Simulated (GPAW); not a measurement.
# MoS2 (R3m): the Mo L₃ absorption edge, part 2 of 3

Aim: the dependence of the Mo L₃ near-edge features of MoS2 (R3m) on volume.

GPAW 26.7.0; X-ray absorption from dipole matrix elements to empty bands, plane-wave PAW PBE.

So far. Step 2 (Ground state of the crystal): The mesh shows a gap of 0.92 eV, so the hole is first treated in a charged cell, without the excited electron.

## 4. Spectrum with FCH, Mo atom 1

The holes are 5.5 Å apart. In GPAW the data set carries the hole's charge, so charge=0 means a charged cell and charge=-1 a neutral one. The excited electron is left out and a uniform background balances the charge. After the field has converged, empty bands are computed with the density fixed and the dipole matrix elements are summed.

The absorber has 6 S at 2.39 Å (trigonal prismatic, site symmetry 3m).

Contents of xas.py:

```python
import numpy as np
from ase import Atoms
from ase.parallel import parprint, paropen
from gpaw import GPAW, PW, FermiDirac, Mixer, MixerDif, setup_paths
from gpaw.test import gen
setup_paths.insert(0, '.')
gen('Mo', name='fch2p', xcname='PBE', corehole=(2, 1, 1), write_xml=True)
from gpaw.mpi import world
world.barrier()

atoms = Atoms('Mo3S6',
    cell=[[0, 5.47328055, 0],
     [4.74, 2.73664028, 0],
     [-1.58, -0.91221343, -6.15]],
    scaled_positions=[[0, 0, 0],
     [0.33333333, 0.33333333, 0],
     [0.66666667, 0.66666667, 0],
     [0, 0.583, 0.749],
     [0.33333333, 0.91633333, 0.749],
     [0.66666667, 0.24966667, 0.749],
     [0, 0.75, 0.25],
     [0.33333333, 0.08333333, 0.25],
     [0.66666667, 0.41666667, 0.25]],
    pbc=True)
atoms.calc = calc = GPAW(legacy_gpaw=True, mode=PW(430, force_complex_dtype=True), xc='PBE', setups={0: 'fch2p'},
    kpts={'size': (4, 4, 3), 'gamma': True}, occupations=FermiDirac(0.02),
    charge=0, mixer=Mixer(0.1, 5, 50), maxiter=150,
    convergence={'density': 0.0001, 'eigenstates': 1e-6}, txt='scf.txt')
energy = atoms.get_potential_energy() + calc.get_reference_energy()
ef = calc.get_fermi_level()
out = dict(energy=energy, fermi=ef, forces=atoms.get_forces().tolist())
parprint(f'all-electron energy {energy:.4f} eV, Fermi level {ef:.4f} eV')
ev = np.array([[calc.get_eigenvalues(k, s) for k in range(len(calc.get_ibz_k_points()))] for s in range(calc.get_number_of_spins())])
out['homo'], out['lumo'], out['counts'] = ev[ev < ef].max(), ev[ev > ef].min(), sorted(set((ev < ef).sum((0, 2)).tolist()))
out['filled'] = (ev[:, 0] < ef).sum(1).tolist()

from ase.units import Ha
from gpaw.xas import dipole_matrix_elements
nb = int(calc.get_number_of_electrons() / 2) + 113
top, nb = nb, nb + 8 + nb // 12
nscf = calc.fixed_density(kpts={'size': (5, 5, 4), 'gamma': True}, nbands=nb,
    convergence={'bands': top, 'eigenstates': 5e-3}, maxiter=60, txt='nscf.txt')
cell = atoms.cell.array
ops = [cell.T @ U.T @ np.linalg.inv(cell.T) for U in nscf.wfs.kd.symmetry.op_scc]
filled = [39]  # bands filled in the ground state, by spin
E = np.arange(-6, 34, 0.1)
fwhm = np.interp(E, [4, 25], [1.78, 3.5])
Y, X, zero, highest = 0, 0, 1e9, 1e9
for spin in range(nscf.get_number_of_spins()):
    wfs = nscf.wfs
    mine = wfs.bd.get_slice()  # this rank's bands
    A = dipole_matrix_elements(wfs.setups[0])
    eps = np.zeros((wfs.kd.nibzkpts, nb))
    d = np.zeros((3, A.shape[1], wfs.kd.nibzkpts, nb), complex)
    for kpt in wfs.kpt_u:
        if kpt.s == spin and 0 in kpt.P_ani:
            eps[kpt.k, mine] = kpt.eps_n * Ha
            d[:, :, kpt.k, mine] = (kpt.weight * wfs.nspins / 2) ** 0.5 * np.inner(A, kpt.P_ani[0])
    world.sum(eps)
    world.sum(d)
    T = np.einsum('amkn,bmkn->abkn', d, d.conj()).real
    T = sum(np.einsum('ai,ijkn,bj->abkn', R, T, R) for R in ops) / len(ops)
    empty = np.ones_like(eps, bool) & (np.arange(nb) >= filled[spin])
    zero, highest = min(zero, eps[empty].min()), min(highest, eps[:, top - 1].min())
    lines = [(eps, T, empty)] if spin == 0 else lines + [(eps, T, empty)]
for eps, T, empty in lines:
    f = np.einsum('aakn->akn', T).reshape(3, -1)
    x = eps.ravel() - zero
    w = np.interp(x, E, fwhm) / 2.35482
    g = np.exp(-0.5 * ((E[:, None] - x) / w) ** 2) / (w * (2 * np.pi) ** 0.5)
    Y = Y + (f * empty.ravel()) @ g.T
    X = X + (f * ~empty.ravel()) @ g.T
out.update(E=E.round(2).tolist(), xas=Y.tolist(), xes=X.tolist(), zero=zero, valid=highest - zero, nk=len(eps), nb=nb)
for i in range(0, len(E), 10):
    parprint(f'{E[i]:7.2f}', *(f'{v:10.3e}' for v in Y[:, i]))
import json
with paropen('out.json', 'w') as f:
    json.dump(out, f)
```

Command:

```bash
> OMP_NUM_THREADS=1 mpirun -n 4 gpaw python xas.py
```

Numbers of over 12 decimals in the logs are rounded to 6 here.

The program printed:

```text
Input parameters:
  convergence: {density: 0.0001,
                eigenstates: 1e-06}
  kpts: {gamma: True,
         size: (4, 4, 3)}
  maxiter: 150
  mixer: {backend: pulay,
          beta: 0.1,
          method: separate,
          nmaxold: 5,
          weight: 50}
  mode: {ecut: 430.0,
         force_complex_dtype: True,
         name: pw}
  occupations: {fixmagmom: False,
                name: fermi-dirac,
                width: 0.02}
  setups: {0: fch2p}
  xc: PBE

Initialize ...

[... PAW data sets ...]

Reference energy: -392993.230889  # eV

Spin-paired calculation

[... convergence settings ...]
Symmetries present (total): 1
  [... symmetry matrices ...]

48 k-points: 4 x 4 x 3 Monkhorst-Pack grid + [1/8,1/8,0.000000]
26 k-points in the irreducible part of the Brillouin zone
       k-points in crystal coordinates                weights
   0:     0.00000000    0.00000000    0.00000000          1/48
   1:     0.00000000    0.00000000    0.33333333          2/48
   2:     0.00000000    0.25000000   -0.33333333          2/48
   3:     0.00000000    0.25000000    0.00000000          2/48
   4:     0.00000000    0.25000000    0.33333333          2/48
   5:     0.00000000    0.50000000    0.00000000          1/48
   6:     0.00000000    0.50000000    0.33333333          2/48
   7:     0.25000000   -0.25000000   -0.33333333          2/48
   8:     0.25000000   -0.25000000    0.00000000          2/48
   9:     0.25000000   -0.25000000    0.33333333          2/48
          ...
  25:     0.50000000    0.50000000    0.33333333          2/48

Wave functions: Plane wave expansion
  Cutoff energy: 430.000 eV
  Number of coefficients (min, max): 3216, 3242
  Pulay-stress correction: 0.000000 eV/Ang^3 (de/decut=0.000000)
  Using FFTW library
  Wavefunction extrapolation:
    Improved wavefunction reuse through dual PAW basis

Occupation numbers: Fermi-Dirac:
  width: 0.0200  # eV

Eigensolver
   Davidson(niter=2)

Densities:
  Coarse grid: 27*27*32 grid
  Fine grid: 54*54*64 grid
  Total Charge: 1.000000

Density mixing:
  Method: separate
  Backend: pulay
  Linear mixing parameter: 0.1
  old densities: 5
  Width of damping distribution: 1.1
  Damping of long wavelength oscillations: 50

[... Hamiltonian set-up ...]
Number of atoms: 9
Number of atomic orbitals: 63
Number of bands in calculation: 51
Number of valence electrons: 78
Bands to converge: occupied

... initialized

Initializing position-dependent things.

Density initialized from atomic densities
Creating initial wave functions:
  51 bands from LCAO basis set

                   Mo

             Mo
       Mo
        S       S

          S       S

            S

Atomic positions and initial magnetic moments

Positions:
   0 Mo     0.000000    0.000000    0.000000    ( 0.0000,  0.0000,  0.0000)
   1 Mo     1.580000    2.736640    0.000000    ( 0.0000,  0.0000,  0.0000)
   2 Mo     3.160000    5.473281    0.000000    ( 0.0000,  0.0000,  0.0000)
   3 S      1.580000    0.912213   -4.606350    ( 0.0000,  0.0000,  0.0000)
   4 S      3.160000    3.648854   -4.606350    ( 0.0000,  0.0000,  0.0000)
   5 S      0.000000    3.648854   -4.606350    ( 0.0000,  0.0000,  0.0000)
   6 S      3.160000    1.824427   -1.537500    ( 0.0000,  0.0000,  0.0000)
   7 S     -0.000000    1.824427   -1.537500    ( 0.0000,  0.0000,  0.0000)
   8 S      1.580000    4.561067   -1.537500    ( 0.0000,  0.0000,  0.0000)

Unit cell:
           periodic     x           y           z      points  spacing
  1. axis:    yes    0.000000    5.473281    0.000000    27     0.1756
  2. axis:    yes    4.740000    2.736640    0.000000    27     0.1700
  3. axis:    yes   -1.580000   -0.912213   -6.150000    32     0.1922

  Lengths:   5.473281   5.473281   6.414907
  Angles:  106.523241  98.175294  60.000000

Effective grid spacing dv^(1/3) = 0.1898

iter:   1   -89.182707
iter:   2   -84.308398   -0.57  -1.05
iter:   3   -83.174121   -1.36  -1.19
iter:   4   -81.986441   -1.31  -1.28
iter:   5   -82.031491   -1.65  -1.54
iter:   6   -81.931793   -2.39  -1.75
iter:   7   -81.913728   -2.69  -1.77
iter:   8   -81.907568c  -3.85  -2.64
iter:   9   -81.907042c  -4.70  -2.68
iter:  10   -81.906671c  -3.91  -2.75
iter:  11   -81.906645c  -4.74  -3.21
iter:  12   -81.906538c  -5.54  -3.41
iter:  13   -81.906536c  -6.53c -3.64
iter:  14   -81.906535c  -6.87c -3.71
iter:  15   -81.906531c  -6.26c -3.80
iter:  16   -81.906532c  -7.43c -4.00
iter:  17   -81.906534c  -6.70c -4.01c

Converged after 17 iterations.

Dipole moment: (-0.017157, -0.009905, 0.016099) |e|*Ang

Energy contributions relative to reference atoms: (reference = -392993.230889)

Kinetic:        -36.841092
Potential:       -0.919430
External:        +0.000000
XC:             -43.351865
Entropy (-ST):   -0.000000
Local:           -0.794147
SIC:             +0.000000
--------------------------
Free energy:    -81.906534
Extrapolated:   -81.906534

Showing only first 2 kpts
 Kpt  Band  Eigenvalues  Occupancy
  0    37      7.07375    2.00000
  0    38      7.10487    2.00000
  0    39      8.40777    0.00000
  0    40      9.01774    0.00000

  1    37      7.09689    2.00000
  1    38      7.64733    2.00000
  1    39      8.51385    0.00000
[...]
Fermi level: 8.03372

Gap: 0.760 eV
Transition (v -> c):
  (s=0, k=1, n=38, [0.00, 0.00, 0.33]) -> (s=0, k=0, n=39, [0.00, 0.00, 0.00])
Direct/indirect transitions are different
Direct gap: 0.867 eV
Transition at: (s=0, k=1, n=38, [0.00, 0.00, 0.33])

Forces in eV/Ang:
  0 Mo   -0.00642   -0.00369    0.09322
  1 Mo    0.00437   -0.00201    0.07422
  2 Mo    0.00044    0.00480    0.07422
  3 S     0.18334    0.10585    0.31139
  4 S    -0.00704   -0.19980    0.30698
  5 S    -0.17655    0.09379    0.30698
  6 S     0.17309    0.09993   -0.37813
  7 S     0.00026   -0.19806   -0.39391
  8 S    -0.17140    0.09925   -0.39390
Scalar-relativistic atomic PBE calculation for Mo (Molybdenum, Z=42)
Core hole in 2p state (2p occupation: 5.0)
750 radial gridpoints.
|------------------------------------------------|
|------------------------------------------------|
[... the atom generator's iteration count ...]

Energy contributions:
-------------------------
Kinetic:    +4075.438731
XC:          -119.209936
Potential:  -7909.697617
-------------------------
Total:      -3953.468822

state      eigenvalue         ekin         rmax
-----------------------------------------------
1s^2.0 :  -733.906869   924.517908        0.023
2s^2.0 :  -106.400865   190.089731        0.129
2p^5.0 :   -95.964611   182.967324        0.103
3s^2.0 :   -18.866155    51.329851        0.378
3p^6.0 :   -15.332986    47.793629        0.370
3d^10.0:    -9.551490    43.130521        0.312
4s^2.0 :    -2.900268    11.909939        0.962
4p^6.0 :    -1.916661     9.786804        1.032
4d^5.0 :    -0.527519     5.302466        1.260
5s^1.0 :    -0.410285     1.607119        2.657
5p^0.0 :    -0.250231     0.991283        3.289
-----------------------------------------------
(units: Bohr and Hartree)

Generating PAW setup
Kinetic energy of the core from tauc = 4043.606873047512
Cutoffs:
rc(s)=2.340
rc(p)=2.450
rc(d)=2.450
rc(vbar)=2.340
rc(comp)=2.270
rc(nct)=2.450

Kinetic energy of the core states: 3964.778581
Charge: 1.0
Core electrons: 27.0
Valence electrons: 14.0
Pseudo-core charge: 0.000160
Shape function alpha=1.941
Pseudo-electron charge 6.114097
state    eigenvalue         norm
--------------------------------
4s(2) :    -2.900268     0.422828
5s(1) :    -0.410285     0.981063
4p(6) :    -1.916661     0.274419
5p(0) :    -0.250231     0.975993
4d(5) :    -0.527519     0.528141
*d    :     0.472481
--------------------------------

Diagonalizing with gridspacing h=0.050

state   all-electron     PAW
-------------------------------
4s:      -2.900268    -2.900927
4p:      -1.916661    -1.917897
4d:      -0.527519    -0.529399
*f:                   -0.027809
-------------------------------
all-electron energy -393075.1374 eV, Fermi level 8.0337 eV
[...]
31.00  6.383e-06  6.388e-06  6.514e-06
  32.00  6.061e-06  6.064e-06  6.015e-06
  33.00  5.831e-06  5.828e-06  5.556e-06
```

The job ended after 2.2 min (4 MPI ranks of Arm Neoverse V2, shared host; peak memory 0.47 GiB).

The Mo L₃ spectrum, Mo atom 1, full core hole (charged cell) (energy from the lowest empty level; intensity scaled to a mean of 1 over the first 20 eV; polarised curves are means over the symmetry-equivalent atoms):

```csv
E (eV),isotropic,ε ⊥ c,ε ∥ c
-2.00,0.01,0.01,0.01
-1.25,0.13,0.14,0.11
-0.50,0.93,1.03,0.72
0.25,3.02,3.29,2.48
1.00,4.93,5.06,4.66
1.75,4.49,4.23,5.01
2.50,2.67,2.30,3.41
3.25,1.25,1.00,1.74
4.00,0.48,0.37,0.68
4.75,0.17,0.17,0.18
5.50,0.19,0.24,0.09
6.25,0.31,0.38,0.16
7.00,0.45,0.53,0.30
7.75,0.61,0.68,0.48
8.50,0.73,0.78,0.63
9.25,0.79,0.82,0.73
10.00,0.79,0.80,0.76
10.75,0.73,0.73,0.75
11.50,0.67,0.65,0.70
12.25,0.62,0.61,0.65
13.00,0.59,0.59,0.59
13.75,0.56,0.57,0.55
14.50,0.53,0.53,0.52
15.25,0.49,0.49,0.51
16.00,0.45,0.43,0.49
16.75,0.39,0.37,0.44
17.50,0.33,0.31,0.37
18.25,0.31,0.30,0.32
19.00,0.33,0.34,0.31
19.75,0.37,0.39,0.33
20.50,0.42,0.45,0.36
21.25,0.46,0.49,0.40
22.00,0.48,0.51,0.42
22.75,0.49,0.51,0.45
23.50,0.48,0.50,0.46
24.25,0.46,0.47,0.46
25.00,0.44,0.43,0.45
25.75,0.42,0.41,0.44
26.50,0.41,0.40,0.44
27.25,0.42,0.40,0.45
28.00,0.43,0.42,0.46
28.75,0.45,0.44,0.47
29.50,0.46,0.45,0.47
30.25,0.45,0.45,0.46
31.00,0.44,0.44,0.45
31.75,0.42,0.42,0.42
```

Main maxima below 30 eV (height): 1.2 eV (5.06), 9.6 eV (0.80) and 22.8 eV (0.49). At an L edge the dipole rule selects empty d (and weakly s) states on the absorber, and the strong line at the onset measures the empty part of its d band.

The energy difference (zero at 2547 eV) isn't read as a photon energy: for so heavy an absorber the terms left out (core spin–orbit splitting, the hole's spin, the functional's error) amount to tens of eV or more.

## 5. Supercell without a hole, the energy reference

The cell changes for the next run, so it gets a reference energy of its own.

The cell differs from the one that the last finished run ended in (a 5.473 → 5.362 Å, b 5.473 → 5.362 Å, c 6.415 → 6.284 Å).

Contents of scf.py:

```python
import numpy as np
from ase import Atoms
from ase.parallel import parprint, paropen
from gpaw import GPAW, PW, FermiDirac, Mixer, MixerDif, setup_paths
from gpaw.test import gen
setup_paths.insert(0, '.')
gen('Mo', name='nch2p', xcname='PBE', corehole=(2, 1, 0), write_xml=True)
from gpaw.mpi import world
world.barrier()

atoms = Atoms('Mo3S6',
    cell=[[0, 5.3615496, 0],
     [4.64323816, 2.6807748, 0],
     [-1.54774605, -0.8935916, -6.02445457]],
    scaled_positions=[[0, 0, 0],
     [0.33333333, 0.33333333, 0],
     [0.66666667, 0.66666667, 0],
     [0, 0.583, 0.749],
     [0.33333333, 0.91633333, 0.749],
     [0.66666667, 0.24966667, 0.749],
     [0, 0.75, 0.25],
     [0.33333333, 0.08333333, 0.25],
     [0.66666667, 0.41666667, 0.25]],
    pbc=True)
atoms.calc = calc = GPAW(legacy_gpaw=True, mode=PW(430, force_complex_dtype=True), xc='PBE', setups={0: 'nch2p'},
    kpts={'size': (4, 4, 3), 'gamma': True}, occupations=FermiDirac(0.02),
    charge=0, mixer=Mixer(0.1, 5, 50), maxiter=150,
    convergence={'density': 0.0001, 'eigenstates': 1e-6}, txt='scf.txt')
energy = atoms.get_potential_energy() + calc.get_reference_energy()
ef = calc.get_fermi_level()
out = dict(energy=energy, fermi=ef, forces=atoms.get_forces().tolist())
parprint(f'all-electron energy {energy:.4f} eV, Fermi level {ef:.4f} eV')
ev = np.array([[calc.get_eigenvalues(k, s) for k in range(len(calc.get_ibz_k_points()))] for s in range(calc.get_number_of_spins())])
out['homo'], out['lumo'], out['counts'] = ev[ev < ef].max(), ev[ev > ef].min(), sorted(set((ev < ef).sum((0, 2)).tolist()))
out['filled'] = (ev[:, 0] < ef).sum(1).tolist()
import json
with paropen('out.json', 'w') as f:
    json.dump(out, f)
```

Command:

```bash
> OMP_NUM_THREADS=1 mpirun -n 4 gpaw python scf.py
```

The program printed:

```text
Input parameters:
  convergence: {density: 0.0001,
                eigenstates: 1e-06}
  kpts: {gamma: True,
         size: (4, 4, 3)}
  maxiter: 150
  mixer: {backend: pulay,
          beta: 0.1,
          method: separate,
          nmaxold: 5,
          weight: 50}
  mode: {ecut: 430.0,
         force_complex_dtype: True,
         name: pw}
  occupations: {fixmagmom: False,
                name: fermi-dirac,
[...]
5s(1) :    -0.150085     0.978120
4p(6) :    -1.414509     0.335875
5p(0) :    -0.038372     0.985136
4d(5) :    -0.137943     0.661676
*d    :     0.862057
--------------------------------

Diagonalizing with gridspacing h=0.050

state   all-electron     PAW
-------------------------------
4s:      -2.363253    -2.363925
4p:      -1.414509    -1.415820
4d:      -0.137943    -0.139490
*f:                    0.064731
-------------------------------
all-electron energy -395613.3699 eV, Fermi level 9.5938 eV
[key lines of the parts left out:]
Converged after 15 iterations.
Dipole moment: (-0.015754, -0.009096, 0.018201) |e|*Ang
Free energy:    -65.431526
Fermi level: 9.59382
```

It took 27 s on 4 MPI ranks; peak memory 0.25 GiB; 1.8 min of CPU time.

Reference energy: -395613.370 eV with the cores included.

## 6. Spectrum with FCH, Mo atom 1

Shorter bonds are expected to push antibonding states and scattering resonances up, and longer ones down; the cell is scaled to test that.

Changed against the first core-hole run: volume scale from 1 to 0.94.

xas.py, as its differences from that of step 4:

```diff
@@ -11,5 +11,5 @@
 atoms = Atoms('Mo3S6',
-    cell=[[0, 5.47328055, 0],
-     [4.74, 2.73664028, 0],
-     [-1.58, -0.91221343, -6.15]],
+    cell=[[0, 5.3615496, 0],
+     [4.64323816, 2.6807748, 0],
+     [-1.54774605, -0.8935916, -6.02445457]],
     scaled_positions=[[0, 0, 0],
@@ -38,3 +38,3 @@
 from gpaw.xas import dipole_matrix_elements
-nb = int(calc.get_number_of_electrons() / 2) + 113
+nb = int(calc.get_number_of_electrons() / 2) + 107
 top, nb = nb, nb + 8 + nb // 12
```

Command:

```bash
> OMP_NUM_THREADS=1 mpirun -n 4 gpaw python xas.py
```

The program printed:

```text
Input parameters:
  convergence: {density: 0.0001,
                eigenstates: 1e-06}
  kpts: {gamma: True,
         size: (4, 4, 3)}
  maxiter: 150
  mixer: {backend: pulay,
          beta: 0.1,
          method: separate,
          nmaxold: 5,
          weight: 50}
  mode: {ecut: 430.0,
         force_complex_dtype: True,
         name: pw}
  occupations: {fixmagmom: False,
                name: fermi-dirac,
[...]
*d    :     0.472481
--------------------------------

Diagonalizing with gridspacing h=0.050

state   all-electron     PAW
-------------------------------
4s:      -2.900268    -2.900927
4p:      -1.916661    -1.917897
4d:      -0.527519    -0.529399
*f:                   -0.027809
-------------------------------
all-electron energy -393075.4742 eV, Fermi level 8.9364 eV
[...]
32.00  6.243e-06  6.248e-06  6.455e-06
  33.00  5.905e-06  5.910e-06  5.940e-06
[key lines of the parts left out:]
Converged after 17 iterations.
Dipole moment: (-0.015533, -0.008968, 0.017493) |e|*Ang
Free energy:    -82.243275
Fermi level: 8.93645
```

The job ended after 2 min (4 MPI ranks; peak memory 0.45 GiB).

```csv
E (eV),first run,this run
-2.0,0.01,0.01
-1.0,0.27,0.22
0.0,2.21,1.88
1.0,4.93,4.51
2.0,3.93,3.94
3.0,1.63,1.80
4.0,0.48,0.66
5.0,0.15,0.20
6.0,0.26,0.25
7.0,0.45,0.42
8.0,0.66,0.64
9.0,0.78,0.80
10.0,0.79,0.83
11.0,0.71,0.76
12.0,0.63,0.66
13.0,0.59,0.61
14.0,0.55,0.58
15.0,0.51,0.53
16.0,0.45,0.48
17.0,0.37,0.41
18.0,0.31,0.32
19.0,0.33,0.29
20.0,0.39,0.34
21.0,0.45,0.40
22.0,0.48,0.44
23.0,0.49,0.47
24.0,0.47,0.48
25.0,0.44,0.46
26.0,0.41,0.42
27.0,0.41,0.39
28.0,0.43,0.39
29.0,0.45,0.41
30.0,0.46,0.43
31.0,0.44,0.44
32.0,0.41,0.42
```

The scaled spectrum changes by 8 % r.m.s. The highest intensity below 24 eV goes from 1.2 eV (5.06) to 1.4 eV (4.74).

The photon energy of the zero moves by -0.08 eV.

## 7. Supercell without a hole, the energy reference

The cell changes for the next run, so it gets a reference energy of its own.

The cell differs from the one that the last finished run ended in (a 5.362 → 5.418 Å, b 5.362 → 5.418 Å, c 6.284 → 6.350 Å).

scf.py, as its differences from that of step 5:

```diff
@@ -11,5 +11,5 @@
 atoms = Atoms('Mo3S6',
-    cell=[[0, 5.3615496, 0],
-     [4.64323816, 2.6807748, 0],
-     [-1.54774605, -0.8935916, -6.02445457]],
+    cell=[[0, 5.41799111, 0],
+     [4.69211794, 2.70899555, 0],
+     [-1.56403931, -0.90299852, -6.08787454]],
     scaled_positions=[[0, 0, 0],
```

Command:

```bash
> OMP_NUM_THREADS=1 mpirun -n 4 gpaw python scf.py
```

The program printed:

```text
Input parameters:
  convergence: {density: 0.0001,
                eigenstates: 1e-06}
  kpts: {gamma: True,
         size: (4, 4, 3)}
  maxiter: 150
  mixer: {backend: pulay,
          beta: 0.1,
          method: separate,
          nmaxold: 5,
          weight: 50}
  mode: {ecut: 430.0,
         force_complex_dtype: True,
         name: pw}
  occupations: {fixmagmom: False,
                name: fermi-dirac,
[...]
5s(1) :    -0.150085     0.978120
4p(6) :    -1.414509     0.335875
5p(0) :    -0.038372     0.985136
4d(5) :    -0.137943     0.661676
*d    :     0.862057
--------------------------------

Diagonalizing with gridspacing h=0.050

state   all-electron     PAW
-------------------------------
4s:      -2.363253    -2.363925
4p:      -1.414509    -1.415820
4d:      -0.137943    -0.139490
*f:                    0.064731
-------------------------------
all-electron energy -395613.7809 eV, Fermi level 9.1051 eV
[key lines of the parts left out:]
Converged after 15 iterations.
Dipole moment: (-0.016641, -0.009608, 0.017348) |e|*Ang
Free energy:    -65.842500
Fermi level: 9.10511
```

It took 28 s on 4 MPI ranks; peak memory 0.25 GiB; 1.9 min of CPU time.

Reference energy: -395613.781 eV with the cores included.

(Part 2 of 3 ends here.)

[Banner, clock and machine lines of the logs are left out without a mark of their own.]

[Logs are printed without paths, hosts, clocks, repeated set-up lines and the standing remarks that a program may print on its own settings, such as how far it seeks lower states.]

[Hosts, paths, dates, database ids (printed as entryN), source tags and the programs' standing remarks are cut or masked in the printed files.]

[Lists of maxima count a maximum above −3 eV only where it reaches 4 % of the highest in the window and stands out from its surroundings by 2 % of it (1.5 % where it reaches 55 %); shoulders and weaker maxima are passed over, and of the rest the first, up to two pre-edge ones and the few strongest are named.]
